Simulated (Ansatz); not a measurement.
# Formation energy and levels of the substitutional impurity Lu_Sn in SnO2 (P4_2/mnm)

Aim: at which Fermi levels does Lu_Sn in SnO2 (P4_2/mnm) change its charge? The model is a cell of 72 host atoms with 1 Sn taken out and 1 Lu put in.

Program: Ansatz 0.2.0. Level of theory: place-levels on r2SCAN runs: charge-transition levels and formation energies with image-charge correction and potential alignment at the atomic sites; PAW set soft_1. Results are calculated unless marked as measured.

**Measured values to reproduce.**

For SnO2, rutile (undoped SnO2, value from earlier experiment), “Tunable Transparent Conductors Based on SnO2: Theoretical and Experimental Studies of Codoping” (2024, pmc:11656248) quotes earlier work: band gap (band gap of undoped SnO2, quoted experimental value) about 3.6 eV [Literature value quoted in passing in the theory part as a benchmark; sample form …].

## 1. Starting point

The cell holds 72 atoms: 23 Sn, 48 O and 1 Lu. Cell: a = 9.516 Å, b = 9.516 Å, c = 9.602 Å, α = 90.0°, β = 90.0°, γ = 90.0°. It derives from SnO2 (space group P4_2/mnm). Nearest the centre at fractional (0.500, 0.500, 0.667): Lu68 at 0.00 Å, O71 at 2.06 Å, O18 at 2.06 Å, O28 at 2.07 Å, O45 at 2.07 Å, O34 at 2.07 Å, O51 at 2.07 Å, Sn62 at 3.20 Å.

The host's dielectric constants go in as inputs: (4.60, 4.60, 4.91) for the electrons alone, (13.48, 13.48, 10.42) with the ions, from a response run on this crystal (DFPT, PBEsol) at that run's own cell.

The cell's shortest repeat is 9.5 Å.

## 2. Charge states

A transition level is the Fermi level at which two charge states cost the same, so each charge needs its own total energy, at its own relaxed structure.

Each atom starts 0.05 Å or so off its site in a random direction: a symmetric start keeps its symmetry, and would miss off-centre moves and Jahn–Teller distortions. Forces are taken at one point at (¼, ¼, ¼). The cell holds 1 electron more than the neutral one, with a uniform background that keeps it neutral on the whole.

The sampling was tested on the host first: at the k-points planned (1x1x1 shifted 0.25 0.25 0.25) its energy lies 0.000 eV an atom from the dense-mesh value, under the bound of 0.02 eV set for this test; that bounds the host's error, not the defect's.

One of the inputs; charge, spin and start change from state to state.

Input file qm1.relax/input.yaml:

```yaml
crystal:
  lattice:
    - [9.51550307, 0.0, 0.0]
    - [0.0, 9.51550307, 0.0]
    - [0.0, 0.0, 9.60204439]
  atoms:
    - { symbol: Sn, position: [0.25, 0.25, 0.16666667] }
    - { symbol: Sn, position: [0.0, 0.0, 0.0] }
[... 4 atom lines left out ...]
    - { symbol: Sn, position: [0.25, 0.25, 0.5] }
[... 5 atom lines left out ...]
    - { symbol: Sn, position: [0.25, 0.25, 0.83333333] }
[... 4 atom lines left out ...]
    - { symbol: O, position: [0.34702862, 0.34702862, 0.66666667] }
[... 6 atom lines left out ...]
    - { symbol: Sn, position: [0.25, 0.75, 0.5] }
[... 2 atom lines left out ...]
    - { symbol: O, position: [0.40297138, 0.59702862, 0.5] }
[... 2 atom lines left out ...]
    - { symbol: Sn, position: [0.25, 0.75, 0.83333333] }
[... 2 atom lines left out ...]
    - { symbol: O, position: [0.40297138, 0.59702862, 0.83333333] }
    - { symbol: O, position: [0.15297138, 0.65297138, 0.66666667] }
    - { symbol: O, position: [0.34702862, 0.84702862, 0.66666667] }
[... 6 atom lines left out ...]
    - { symbol: Sn, position: [0.75, 0.25, 0.5] }
[... 1 atom line left out ...]
    - { symbol: O, position: [0.59702862, 0.40297138, 0.5] }
[... 3 atom lines left out ...]
    - { symbol: Sn, position: [0.75, 0.25, 0.83333333] }
[... 1 atom line left out ...]
    - { symbol: O, position: [0.59702862, 0.40297138, 0.83333333] }
[... 1 atom line left out ...]
    - { symbol: O, position: [0.65297138, 0.15297138, 0.66666667] }
    - { symbol: O, position: [0.84702862, 0.34702862, 0.66666667] }
[... 1 atom line left out ...]
    - { symbol: Sn, position: [0.5, 0.5, 0.0] }
[... 4 atom lines left out ...]
    - { symbol: Sn, position: [0.75, 0.75, 0.5] }
    - { symbol: Sn, position: [0.5, 0.5, 0.33333333] }
[... 5 atom lines left out ...]
    - { symbol: Lu, position: [0.5, 0.5, 0.66666667] }
[... 2 atom lines left out ...]
    - { symbol: O, position: [0.65297138, 0.65297138, 0.66666667] }
    - { symbol: O, position: [0.84702862, 0.84702862, 0.66666667] }
  host:
    repeats: [2, 2, 3]
    atoms:
      - { symbol: Sn, position: [0.5, 0.5, 0.5] }
      - { symbol: Sn, position: [0.0, 0.0, 0.0] }
      - { symbol: O, position: [0.19405723, 0.80594277, 0.5] }
      - { symbol: O, position: [0.80594277, 0.19405723, 0.5] }
      - { symbol: O, position: [0.30594277, 0.30594277, 0.0] }
      - { symbol: O, position: [0.69405723, 0.69405723, 0.0] }
total_charge: -1
basis:
  ecutwfc: 500
  xc_grid: 2
hamiltonian:
  xc: r2scan
  pseudopotentials: { kind: paw, azcp: { folder: soft_1 } }
kpoints:
  mp_grid: { grid: [1, 1, 1], shift: [0.25, 0.25, 0.25] }
scf:
  occupations: { method: fixed }
  max_iter: 100
output:
  forces: true
  charged_corrections:
    epsilon: [4.6, 4.6, 4.91]
    static_epsilon: [13.48, 13.48, 10.42]
    defect_position: [0.5, 0.5, 0.666667]
relax:
  f_tol: 0.02
  max_steps: 80
  random_displacement: { amplitude: 0.05, seed: 6498 }
checkpoint:
  write: "../qm1.relax.run"
  compress: false
  write_wavefunctions: true
  write_every: 100000
```

Run with:

```bash
ansatz run input.yaml --threads 4 --pin off --max-ram 15073MiB --backend cpu --events-out ev --progress --plain --runs-dir out
```

The relaxed structure is kept and the sampling changed to a 2×2×2 shifted mesh.

The run of this state that the levels use, under r2SCAN:

Input file qm1.point/input.yaml:

```yaml
crystal:
  checkpoint: "../qm1.relax.run"
  host: checkpoint
total_charge: -1
basis:
  ecutwfc: 500
  xc_grid: 2
hamiltonian:
  xc: r2scan
  pseudopotentials: { kind: paw, azcp: { folder: soft_1 } }
kpoints:
  mp_grid: { grid: [2, 2, 2], shift: [0.5, 0.5, 0.5] }
scf:
  occupations: { method: fermi_dirac, width: 0.01 }
  max_iter: 100
output:
  forces: true
  eigenvalues: true
  charged_corrections:
    epsilon: [4.6, 4.6, 4.91]
    static_epsilon: [13.48, 13.48, 10.42]
    defect_position: [0.5, 0.5, 0.666667]
  eigenstates: { localisation: true }
  populations: true
  band_densities: [{ bands: [v1, v1] }, { bands: [c1, c1] }]
  write_density: true
  write_potential: true
  volumetric_format: npy
  elf: true
checkpoint:
  read: "../qm1.relax.run"
  write: "../qm1.point.run"
  compress: false
  write_wavefunctions: false
  write_every: 100000
```

Relaxations under r2SCAN at one point at (¼, ¼, ¼); times on 4 threads of Arm Neoverse V2, shared host:

```
charge  moment (μB)  occupations    outcome  steps  largest displacement against the far atoms (Å)     time
    −1            0        fixed  converged      5                                            0.11  3.1 min
     0            1        fixed  converged      5                                            0.12  9.2 min
    +1            0        fixed  converged      5                                            0.12  5.1 min
    +1            2        fixed  converged      6                                            0.11   19 min
```

Single points under r2SCAN at a 2×2×2 shifted mesh; times on 4 threads of Arm Neoverse V2, shared host:

```
charge  moment (μB)  occupations    outcome     time
    −1            0  fermi-dirac  converged  2.9 min
     0            1  fermi-dirac  converged    8 min
    +1            0  fermi-dirac  converged  3.5 min
    +1            2  fermi-dirac  converged   10 min
```

Distances (Å) from Lu68 to the nearest atoms after relaxation with r2SCAN:

```
charge  moment (μB)      1.      2.      3.      4.      5.      6.
    −1            0  O 2.15  O 2.15  O 2.18  O 2.18  O 2.18  O 2.18
     0            1  O 2.15  O 2.15  O 2.18  O 2.18  O 2.18  O 2.18
    +1            0  O 2.15  O 2.15  O 2.18  O 2.18  O 2.18  O 2.18
    +1            2  O 2.14  O 2.14  O 2.17  O 2.17  O 2.17  O 2.17
```

## 3. Levels against the band edges, r2SCAN

A charged cell interacts with its images and the background, and its potential has another zero than the host's. place-levels removes the first by a point-charge model, screened by the static dielectric constant since the ions have relaxed around the charge, and the second by comparing potentials at atoms far from the defect.

The host is a run of the defect-free crystal in the same cutoffs, grids and k-points, so that basis and sampling errors cancel in part in the differences. The host is run in a cell of 6 atoms on a matching mesh. Its band edges are searched through the zone by a band path, so the gap is smaller than, or equal to, that on the mesh. Chemical potentials are energies per atom of Sn (alpha-Sn (diamond)) and Lu (hcp), run with the same functional and cutoff.

Input file levels.point.yaml:

```yaml
host:
  run: host.point.run
states: [qm1.point.run, q0_M1.point.run, qp1.point.run, qp1_M2.point.run]
geometry_from:
  qm1.point.run: qm1.relax.run
  q0_M1.point.run: q0_M1.relax.run
  qp1.point.run: qp1.relax.run
  qp1_M2.point.run: qp1_M2.relax.run
  host.point.run: host.relax.run
chemical_potentials:
  Sn:
    energy: -6038.703821
    dataset: <sha256 of the dataset>
  Lu:
    energy: -14744.268682
    dataset: "<sha256 of the dataset>"
epsilon: [4.6, 4.6, 4.91]
static_epsilon: [13.48, 13.48, 10.42]
vertical:
  - { from: qm1.point.run, to: qm1.point_neutral.run }
  - { from: qp1.point.run, to: qp1.point_neutral.run }
  - { from: qp1_M2.point.run, to: qp1_M2.point_neutral.run }
```

Run with:

```bash
ansatz place-levels levels.point.yaml -- --threads 4 --pin off --max-ram 15073MiB
```

Numbers of over 12 decimals in the logs are rounded to 6 here.

The program printed:

```text
[... repeated set-up lines and file paths are left out, and long positions are rounded to six places ...]
(+1/0) 0.000 eV above the valence edge (-0.233 eV without the band-filling correction), 1.795 eV under the conduction edge
(0/-1) 0.048 eV above the valence edge, 1.747 eV under the conduction edge
formation energy of charge +1: -2.428 eV with the Fermi level at the valence edge
formation energy of charge 0: -2.428 eV with the Fermi level at the valence edge
formation energy of charge -1: -2.380 eV with the Fermi level at the valence edge
vertical -1 to 0: no energy, since no alignment is typed
  the change from vertical[0].from (qm1.point.run) to vertical[0].to (qm1.point_neutral.run): by its potential at epsilon [4.6, 4.6, 4.91] it stands at 0.499 0.500 0.666, with an rms radius of about 5.5 Å (2.9 3.0 3.5 Å across the planes of the cell's [...]
vertical +1 to 0: no energy, since no alignment is typed
  the change from vertical[1].from (qp1.point.run) to vertical[1].to (qp1.point_neutral.run): by its potential at epsilon [4.6, 4.6, 4.91] it is spread over the cell along a vector, with an rms radius of about 7.0 Å (3.7 3.7 4.6 Å across the planes of the [...]
vertical +1 to 0: no energy, since no alignment is typed
  the change from vertical[2].from (qp1_M2.point.run) to vertical[2].to (qp1_M2.point_neutral.run): by its potential at epsilon [4.6, 4.6, 4.91] it stands at 0.500 0.499 0.666, with an rms radius of about 4.3 Å (2.4 2.4 2.7 Å across the planes of the cell's [...]
  edges by r2scan, gap 1.795 eV; the host is sampled to repeats of 26.91 Å
  the defect's cells are sampled to repeats of 26.91 Å, like sampling
  charge +1: -180947.5100 eV with its correction of +0.121 eV, at epsilon [13.48, 13.48, 10.42], aligned at sites: -0.0512 eV, mean over 37 atomic sites at or beyond 4.76 Å from the defect at [0.5000, 0.5000, 0.6667], with -0.008547 for the charge's moments [...]
  charge 0: +0.000 eV for its dipole among its images, +0.000 omitted
  charge -1: -180929.8278 eV with its correction of +0.058 eV, at epsilon [13.48, 13.48, 10.42], aligned at sites: +0.1142 eV, mean over 37 atomic sites at or beyond 4.76 Å from the defect at [0.5000, 0.5000, 0.6667], with -0.017069 for the charge's moments [...]
  charge +1: states[3] (qp1_M2.point.run) stands 0.127 eV higher, with a moment of 2.00 μB against 0.00
  states[3] (qp1_M2.point.run): levels filled in part (TS 0.007 eV): its energy is of no whole electron's
  of states[2] (qp1.point.run): it parts from the run at its places by a charge that spreads by about 4.6 Å along one vector (1.7 Å or more is wide), by its potential at epsilon [4.6, 4.6, 4.91], taken for that of held ions (one typed too small widens it), [...]
  of states[1] (q0_M1.point.run): stability_check_not_made
  of states[0] (qm1.point.run): it parts from the run at its places by a charge that spreads by about 3.5 Å along one vector (1.7 Å or more is wide), by its potential at epsilon [4.6, 4.6, 4.91], taken for that of held ions (one typed too small widens it), [...]
  of states[3] (qp1_M2.point.run): it parts from the run at its places by a charge that spreads by about 2.7 Å along one vector (1.7 Å or more is wide), by its potential at epsilon [4.6, 4.6, 4.91], taken for that of held ions (one typed too small widens it), [...]
  of vertical[0].from (qm1.point.run): it parts from the run at its places by a charge that spreads by about 3.5 Å along one vector (1.7 Å or more is wide), by its potential at epsilon [4.6, 4.6, 4.91], taken for that of held ions (one typed too small widens [...]
  of vertical[0].to (qm1.point_neutral.run): stability_check_not_made
  of vertical[1].from (qp1.point.run): it parts from the run at its places by a charge that spreads by about 4.6 Å along one vector (1.7 Å or more is wide), by its potential at epsilon [4.6, 4.6, 4.91], taken for that of held ions (one typed too small widens [...]
  of vertical[1].to (qp1.point_neutral.run): stability_check_not_made
  vertical[2].from (qp1_M2.point.run): levels filled in part (TS 0.007 eV): its energy is of no whole electron's
  of vertical[2].from (qp1_M2.point.run): its moments are held at its close (magnetization.spin_locking), by a field of 0.040 eV a Bohr magneton, and its energy and levels are of the state that this holds: a run that lets them go can end lower; [...]
  vertical[2].to (qp1_M2.point_neutral.run): levels filled in part (TS 0.003 eV): its energy is of no whole electron's
  of vertical[2].to (qp1_M2.point_neutral.run): stability_check_not_made
```

It took 0.41 s on 4 threads of Arm Neoverse V2, shared host.

(Continued in part 2 of 2.)

[Logs are printed without paths, hosts, clocks, repeated set-up lines and the standing remarks that a program may print on its own settings, such as how far it seeks lower states.]

[Hosts, paths, dates, database ids (printed as entryN), source tags and the programs' standing remarks are cut or masked in the printed files.]

[Where a table of states has a column of steps, it counts the stored structures, which are thinned; the runs took as many ionic steps or more.]

[A defect's name tells the site on which it was built; relaxed atoms can leave that site.]

[For some hosts the program warned that the k-mesh of the response run may be too coarse for force constants and the static dielectric constant; such warnings are not shown here.]
